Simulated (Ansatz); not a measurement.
# Resistivity from frozen vibrations: Cu(111) with 4 thermally displaced layers, 2x2

Wanted: the phonon-limited resistivity of Cu at 180 K by the Landauer route.

Method: Ansatz plane-wave DFT, PBE, PAW files; ballistic transport by layer matching (Landauer), zero bias; PAW set soft_1, in Ansatz 0.2.0.

**1. Set-up**

The cell holds 40 atoms: 40 Cu. Cell: a = 5.112 Å, b = 5.112 Å, c = 20.923 Å, α = 93.5°, β = 86.5°, γ = 120.0°. It derives from Cu. Regions: lead, 24 atoms (24 Cu); scattering region, 16 atoms (16 Cu). The structure is stacked along c, and the current runs across the ab planes.

**2. With 4 displaced layers**

Each atom of 4 layers is moved at random, by amounts drawn from a normal law 0.062 Å wide in each direction from the Debye model (343 K) at 180 K. The layers about the cell's end stay perfect and serve as the lead. Disorder leaves little or no symmetry, which makes such runs dear. Energies from -0.05 to 0.05 eV in steps of 0.05 eV are too few for the program's thermal sum, so it prints no conductance; for a metal the transmission near the Fermi level serves, at a fraction of the cost.

input.yaml reads:

```yaml
crystal:
  lattice:
    - [5.1123254594, 0.0, 0.0]
    - [-2.5561627297, 4.4274037203, 0.0]
    - [1.2780813649, -0.73790062, 20.8709812911]
  atoms:
    - { symbol: Cu, position: [0.9916666667, 0.0083333333, 0.05] }
    - { symbol: Cu, position: [0.9916666667, 0.5083333333, 0.05] }
    - { symbol: Cu, position: [0.4916666667, 0.0083333333, 0.05] }
    - { symbol: Cu, position: [0.4916666667, 0.5083333333, 0.05] }
    - { symbol: Cu, position: [0.1416666667, 0.3583333333, 0.15] }
    - { symbol: Cu, position: [0.1416666667, 0.8583333333, 0.15] }
    - { symbol: Cu, position: [0.6416666667, 0.3583333333, 0.15] }
    - { symbol: Cu, position: [0.6416666667, 0.8583333333, 0.15] }
    - { symbol: Cu, position: [0.2916666667, 0.2083333333, 0.25] }
    - { symbol: Cu, position: [0.2916666667, 0.7083333333, 0.25] }
    - { symbol: Cu, position: [0.7916666667, 0.2083333333, 0.25] }
    - { symbol: Cu, position: [0.7916666667, 0.7083333333, 0.25] }
    - { symbol: Cu, position: [0.9485426253, 0.0733525087, 0.3522033004] }
    - { symbol: Cu, position: [0.962380743, 0.5804084479, 0.3464182198] }
    - { symbol: Cu, position: [0.4248671029, 0.0397831774, 0.3496798613] }
    - { symbol: Cu, position: [0.4533817085, 0.5582714859, 0.3514732872] }
    - { symbol: Cu, position: [0.0699693762, 0.409943972, 0.4473054213] }
    - { symbol: Cu, position: [0.1189412391, 0.9212243615, 0.45282057] }
    - { symbol: Cu, position: [0.5949309356, 0.4172426637, 0.4519546282] }
    - { symbol: Cu, position: [0.5840631226, 0.9013104621, 0.4496590037] }
    - { symbol: Cu, position: [0.2303012216, 0.2498688791, 0.549158076] }
    - { symbol: Cu, position: [0.2389882999, 0.7682759392, 0.5452579389] }
    - { symbol: Cu, position: [0.7475454763, 0.249301507, 0.5483779821] }
    - { symbol: Cu, position: [0.7243943898, 0.7561904869, 0.5492641839] }
    - { symbol: Cu, position: [0.8902045242, 0.1009038818, 0.6502785548] }
    - { symbol: Cu, position: [0.9168864634, 0.6137775788, 0.6482955351] }
    - { symbol: Cu, position: [0.4020311563, 0.1068234569, 0.651764434] }
    - { symbol: Cu, position: [0.3973161131, 0.6019003563, 0.6442650087] }
    - { symbol: Cu, position: [0.0416666667, 0.4583333333, 0.75] }
    - { symbol: Cu, position: [0.0416666667, 0.9583333333, 0.75] }
    - { symbol: Cu, position: [0.5416666667, 0.4583333333, 0.75] }
    - { symbol: Cu, position: [0.5416666667, 0.9583333333, 0.75] }
    - { symbol: Cu, position: [0.1916666667, 0.3083333333, 0.85] }
    - { symbol: Cu, position: [0.1916666667, 0.8083333333, 0.85] }
    - { symbol: Cu, position: [0.6916666667, 0.3083333333, 0.85] }
    - { symbol: Cu, position: [0.6916666667, 0.8083333333, 0.85] }
    - { symbol: Cu, position: [0.8416666667, 0.1583333333, 0.95] }
    - { symbol: Cu, position: [0.8416666667, 0.6583333333, 0.95] }
    - { symbol: Cu, position: [0.3416666667, 0.1583333333, 0.95] }
    - { symbol: Cu, position: [0.3416666667, 0.6583333333, 0.95] }
kpoints:
  mp_grid: { grid: [5, 5, 1] }
hamiltonian:
  xc: pbe
  pseudopotentials: { kind: paw, azcp: { folder: soft_1 } }
scf:
  occupations: { method: fermi_dirac, width: 0.1 }
output:
  transmission:
    leads: [[0, 4]]
    kmesh: [10, 10]
    e_range: [-0.05, 0.05]
    de: 0.05
  write_potential: true
  write_density: true
  volumetric_format: npy
  elf: true
```

Command:

```sh
ansatz run input.yaml --threads 4 --pin off --max-ram 15360MiB --backend cpu --events-out ev --progress --plain --runs-dir out
```

Numbers of over 12 decimals in the logs are rounded to 6 here.

What it wrote:

```text
Engine: ansatz 0.2.0, aarch64-unknown-linux-gnu
Pseudopotentials: kind: paw
Pseudopotential: Cu, paw, valence charge 19, recommended cutoff 420 eV (normal), soft_1/Cu.paw.azcp
Functional definition: PBE
  parameter kappa = 0.804
  parameter beta = 0.066725
  exchange = pbe_x(kappa = kappa, mu = beta*pi^2/3)
  correlation = pbe_c(beta = beta)
Crystal: 40 atoms, lattice volume = 472.401 Å³
Basis set: ecut = 420 eV, 9295 PW (Γ)
Bands: 456, of which v1, the nominal top of the filled ones, is band 380 counted from 1 (379 counted from 0)
Symmetry: 1 space group operations
Space group: P1 (ITA 1), of the structure as read, at distance tolerance 7.8e-5 Å
k-points: 13 of 25 (time reversal used)
Non-local potential: Cu, projectors of the file, l = 0: 3, l = 1: 2, l = 2: 3, l = 3: 1
PAW form: soft (Blöchl's): semilocal exchange-correlation on the pseudo side does not see the compensation charge
PAW one-centre angular grid: Cu, 590 points (default); XC on 64 Gauss nodes
Initial density: superposition of atomic densities (chi_scale 0.1, normalization cell)
Initial wavefunctions: pseudopotential atomic-orbital guess
Functional: x = pbe(κ = 0.804, μ = 0.219515), c = pbe(β = 0.066725)
SCF iter   1: F=—  HF=-265043.464492 eV  |F-HF|=—  |Δ(HF+E_count)|=         —  Δρ=2.68e-1  dr2=2.03e2  ethr=3.10e-3  ⟨swp⟩=4.9  Hψ=18457  notcnv=0  defer=12
preconditioner: auto → Kerker (q_TF=auto, 2.953 Å⁻¹)  [metal: Δε(μ)=0.010 eV  Ē_g=9.118 eV  σ=0.100 eV  W_gap=0.03  n_scr=218 (ndim 8)  ℏωp=35.8 eV  f_vac=0.000  D(μ)=23.32/eV (n_scr^D=228)]
SCF iter   2: F=—  HF=-265013.196018 eV  |F-HF|=—  |Δ(HF+E_count)|=    3.03e1  Δρ=7.37e-2  dr2=2.00e1  ethr=3.10e-3  ⟨swp⟩=2.0  Hψ=11353  notcnv=0  defer=692
SCF iter   3: F=—  HF=-265007.850060 eV  |F-HF|=—  |Δ(HF+E_count)|=    5.35e0  Δρ=4.46e-2  dr2=7.50e0  ethr=2.63e-3  ⟨swp⟩=2.0  Hψ=7037  notcnv=0  defer=701
SCF iter   4: F=—  HF=-265006.488145 eV  |F-HF|=—  |Δ(HF+E_count)|=    1.36e0  Δρ=8.73e-3  dr2=2.21e-1  ethr=9.87e-4  ⟨swp⟩=2.1  Hψ=8205  notcnv=0  defer=701
SCF iter   5: F=—  HF=-265006.825307 eV  |F-HF|=—  |Δ(HF+E_count)|=   3.37e-1  Δρ=2.60e-3  dr2=2.60e-2  ethr=2.90e-5  ⟨swp⟩=2.0  Hψ=9956  notcnv=0  defer=713
SCF iter   6: F=—  HF=-265006.835258 eV  |F-HF|=—  |Δ(HF+E_count)|=   9.95e-3  Δρ=1.29e-3  dr2=8.00e-3  ethr=3.42e-6  ⟨swp⟩=2.0  Hψ=10144  notcnv=0  defer=713
SCF iter   7: F=—  HF=-265006.834947 eV  |F-HF|=—  |Δ(HF+E_count)|=   3.11e-4  Δρ=2.50e-4  dr2=2.40e-4  ethr=1.05e-6  ⟨swp⟩=2.0  Hψ=10010  notcnv=0  defer=713
SCF iter   8: F=—  HF=-265006.834985 eV  |F-HF|=—  |Δ(HF+E_count)|=   3.81e-5  Δρ=8.44e-5  dr2=2.77e-5  ethr=3.16e-8  ⟨swp⟩=1.0  Hψ=5212  notcnv=0  defer=713
SCF iter   9: F=—  HF=-265006.834934 eV  |F-HF|=—  |Δ(HF+E_count)|=   5.14e-5  Δρ=5.16e-5  dr2=1.82e-5  ethr=3.64e-9  ⟨swp⟩=2.0  Hψ=9818  notcnv=0  defer=713
SCF iter  10: F=—  HF=-265006.834932 eV  |F-HF|=—  |Δ(HF+E_count)|=   1.41e-6  Δρ=1.48e-5  dr2=2.75e-6  ethr=2.40e-9  ⟨swp⟩=2.1  Hψ=7107  notcnv=0  defer=713
SCF iter  11: F=—  HF=-265006.834932 eV  |F-HF|=—  |Δ(HF+E_count)|=   6.36e-8  Δρ=3.50e-6  dr2=3.61e-7  ethr=3.62e-10  ⟨swp⟩=1.0  Hψ=5212  notcnv=0  defer=713
SCF iter  12: F=-265006.834932 eV  HF=-265006.834932 eV  |F-HF|=2.46e-8  |Δ(HF+E_count)|=   7.45e-9  Δρ=1.59e-6  dr2=2.39e-8  ethr=1.32e-11  ⟨swp⟩=7.0  Hψ=20393  notcnv=0
SCF 1 converged in 12 iterations: F = -265006.834932 eV  dr2 = 2.39e-8
  greatest PAW one-centre occupation: 1.000 electrons in one spin orbital (limit 2), on the Cu atom at site 25 (counted from 0), in its partial waves of l = 0
transmission: 165 of 1612 steps passed
transmission: 324 of 1612 steps passed
[...]
transmission: 1612 of 1612 steps passed
SCF converged after 12 iterations
Free energy (F): -265006.834932 eV
Harris-Foulkes:  -265006.834932 eV  (|F-HF|=2.46e-8)
Internal energy: -265006.329644 eV  (E = F + TS)
E sigma→0 (E₀):  -265006.582288 eV
Entropy (-TS):   -0.505288 eV (-12.632 meV/atom)
Fermi energy:    16.339934 eV
--- Per-component energies (eV) ---
  E_band       = -14694.349453
  E_kinetic    = 10472.886307
  E_local      = -180362.973489  (includes V_loc(G=0)·N_el)
  E_nonlocal   = 35589.519933
  E_hartree    = 76408.591953
  E_xc         = -2761.453990
  E_vxc        = -3565.857726  (∫ρ·V_xc dr)
  E_paw        = -72594.062641  (= ΣΔE_a)
  E_vpaw       = -29645.190033  (= ΣTr[D̂ρ^β])
  E_aug_tail   = 0.040558  (compensation charges beyond the density's cutoff)
  E_ewald      = -131758.878273
  E_smearing   = -0.505288  (= −TS)
  E_closure    = -0.000000  (closes the sum)
  Σ components = -265006.834932   (vs F -265006.834932, Δ=0.00e0)
--- Band table (eV; the first three rows and the last of 13) ---
  k-point 0: bands = [... 376 lower, 16.2453, 16.6559, 16.6818, 16.6916, 16.7190, 17.0124, 17.0634, 17.2485, ... 72 higher]
  k-point 1: bands = [... 376 lower, 15.9626, 16.0725, 16.0960, 16.2606, 16.3987, 16.4392, 16.4707, 16.5523, ... 72 higher]
  k-point 2: bands = [... 376 lower, 16.1369, 16.1641, 16.1790, 16.2172, 16.2875, 16.3934, 16.5230, 16.6631, ... 72 higher]
  k-point 12: bands = [... 376 lower, 15.3352, 15.9956, 16.0724, 16.2952, 16.3485, 16.6145, 16.8474, 17.6091, ... 72 higher]
--- Transmission ---
  basis      : 199 plane waves across, 31 finite elements along
  points     : 52, standing for a mesh of 10 x 10
  energies   : 3 from -0.050000 to 0.050000 eV about the Fermi level, 0.050000 eV apart; the leads are filled to 0.000000 eV, and channels, transmission and decay are at 0.000000 eV
  crystal 0  : Cu4, at the sites [0, 4], period 2.0871 Å, over 12.52 Å; its Hamiltonian steps by up to 2.4 meV
    offset         : up to 0.0000 Å between an atom of the period and one for which it stands
    channels       : 3.210000e0 a spin
    conductance    : none, the energies end too early or step too widely for 300 K: set another output.transmission.e_range or a lower de, or, where they end at an eighth of basis.ecutwfc, a higher one
  junction   : crystal 0 to crystal 0, 0.70 to 19.48 Å
    transmission   : 3.161077e0 a spin
    conductance    : none, the energies end too early or step too widely for 300 K: set another output.transmission.e_range or a lower de, or, where they end at an eighth of basis.ecutwfc, a higher one
```

The job ended after 8.7 min (4 threads of Arm Neoverse V1, shared host; peak memory 4.9 GiB).

This step gave:

- free energy: -265006.8349 eV
- energy at zero smearing: -265006.5823 eV
- Fermi energy: 16.34 eV
- cell area: 22.63 Å²
- transmission per spin nearest the Fermi level: 3.161
- open channels per spin nearest the Fermi level: 3.21
- step of the lead's potential: 2.4 meV

Per spin. The transmission, zone mean stays at 3.16 for energy from -0.05 to 0.05 eV.

Per spin. The open channels, zone mean, lead stays at 3.21 for energy from -0.05 to 0.05 eV.

Transmission over k1 and k2. At 0.0000 eV from the Fermi level.

Ten even steps from '0' (2.86) to '9' (3.94):
```
1911191111
1191191111
1118181111
1111000111
9987010789
1111000111
1111181811
1111191191
1111191119
9111191111
```
Columns: k1 (b1) from -0.5 to 0.4; rows upwards: k2 (b2) from -0.5 to 0.4.

Open channels over k1 and k2. At 0.0000 eV from the Fermi level.

Ten even steps from '_' (3.00) to '@' (4.00):
```
__@@______@@________
____@@____@@________
______@@__@@________
____________________
@@@@@@@@______@@@@@@
____________________
__________@@__@@____
__________@@____@@__
__________@@______@@
@@________@@________
```
Columns: k1 (b1) from -0.5 to 0.4; rows upwards: k2 (b2) from -0.5 to 0.4.

ELF in the ca plane at fractional y = 0.614, with atoms of Cu within 0.2 Å of it. It is the smooth field of the valence electrons, not physical close to the nuclei.

Ten even steps from '0' (0.15) to '9' (0.61), each cell a mean:
```
21111110121017400232222112220089101211111111
21122100001000000221122111220057001322222222
11112000000110001100011000010000001111112222
11112001100221112100001000001100011000011111
21122000000100001100011000001211110000011000
21112100001000001210011000001000010000011000
11001211122004300221122100011000001000011000
21112110112003400222122111220186001211112111
21122100001000000222121112220187001222222222
11112000000110001111111000110010001111122222
11112001100221112100011000011000011000011111
21122000000100011100011000002111120000011000
21112100001000001110011000011000011000011000
11001211121017300221122000010000001000011000
```
Columns run along c (16.0 Å, from fractional 0.12 to 0.88 of the cell), rows up along a (5.1 Å). Atoms in or near the plane, at fractional coordinates: Cu at (0.35, 0.96), Cu at (0.65, 0.92), Cu at (0.64, 0.40).

Valence density in the ca plane at fractional y = 0.614, with atoms of Cu within 0.2 Å of it. It is the smooth field of the valence electrons, not physical close to the nuclei.

Values in e/Å³, 8 rows by 16 columns, each cell a mean:
```
 0  0  0  0  9  8  0  0  0  0  3 30  0  0  0  0
 0  0  4  2  0  0  0  0  0  0  1  4  0  0  0  0
 0  0  2  2  0  0  0  0  1  2  0  0  0  1  0  0
 0  0  0  0  5  7  0  0  0  1  1  2  0  1  0  0
 0  0  0  0  4  8  0  0  0  0  5 26  0  0  0  0
 0  0  4  2  0  0  0  0  0  0  1  6  0  0  0  0
 0  0  2  2  0  0  0  0  1  1  0  0  0  1  0  0
 0  0  0  0  9  7  0  0  0  0  1  3  0  1  0  0
```
Columns run along c (16.0 Å, from fractional 0.12 to 0.88 of the cell), rows up along a (5.1 Å). Atoms in or near the plane, at fractional coordinates: Cu at (0.35, 0.96), Cu at (0.65, 0.92), Cu at (0.64, 0.40).

Electrostatic potential energy in the ca plane at fractional y = 0.614, with atoms of Cu within 0.2 Å of it. With pseudopotentials it is smooth inside the atoms' cores, unlike the true potential.

Ten even steps from '0' (-42 eV) to '9' (19 eV), each cell a mean:
```
99999999999610048999999999998200179999999999
99999986689852369999999999998300179999999999
99999951158987899999999988999632589999999999
99999840048999999998899865799988899977999999
99999963358988899988899743589999999755799888
99999998789863369998999864699888999755799878
99999999999820038999999988898523699977899988
99999999999830028999999999997100389999999999
99999986689963369999999999997200289999999999
99999951158998899999999988998522599999999999
99999840048999999998899866899877899977999999
99999963358987899988899754799999999755799888
99999998789842379998999866899877899755799878
99999999999610049999999998998521589977899988
```
Columns run along c (16.0 Å, from fractional 0.12 to 0.88 of the cell; values clipped at the 3rd and 97th percentile), rows up along a (5.1 Å). Atoms in or near the plane, at fractional coordinates: Cu at (0.35, 0.96), Cu at (0.65, 0.92), Cu at (0.64, 0.40).

Over the solved energies the transmission per spin lies between 3.16 and 3.16, out of 3.21 channels of the lead on average (up to 3.21).

(Continued in part 2 of 2.)

[Logs are printed without paths, hosts, clocks, repeated set-up lines and the standing remarks that a program may print on its own settings, such as how far it seeks lower states.]

[Hosts, paths, dates, database ids (printed as entryN), source tags and the programs' standing remarks are cut or masked in the printed files.]
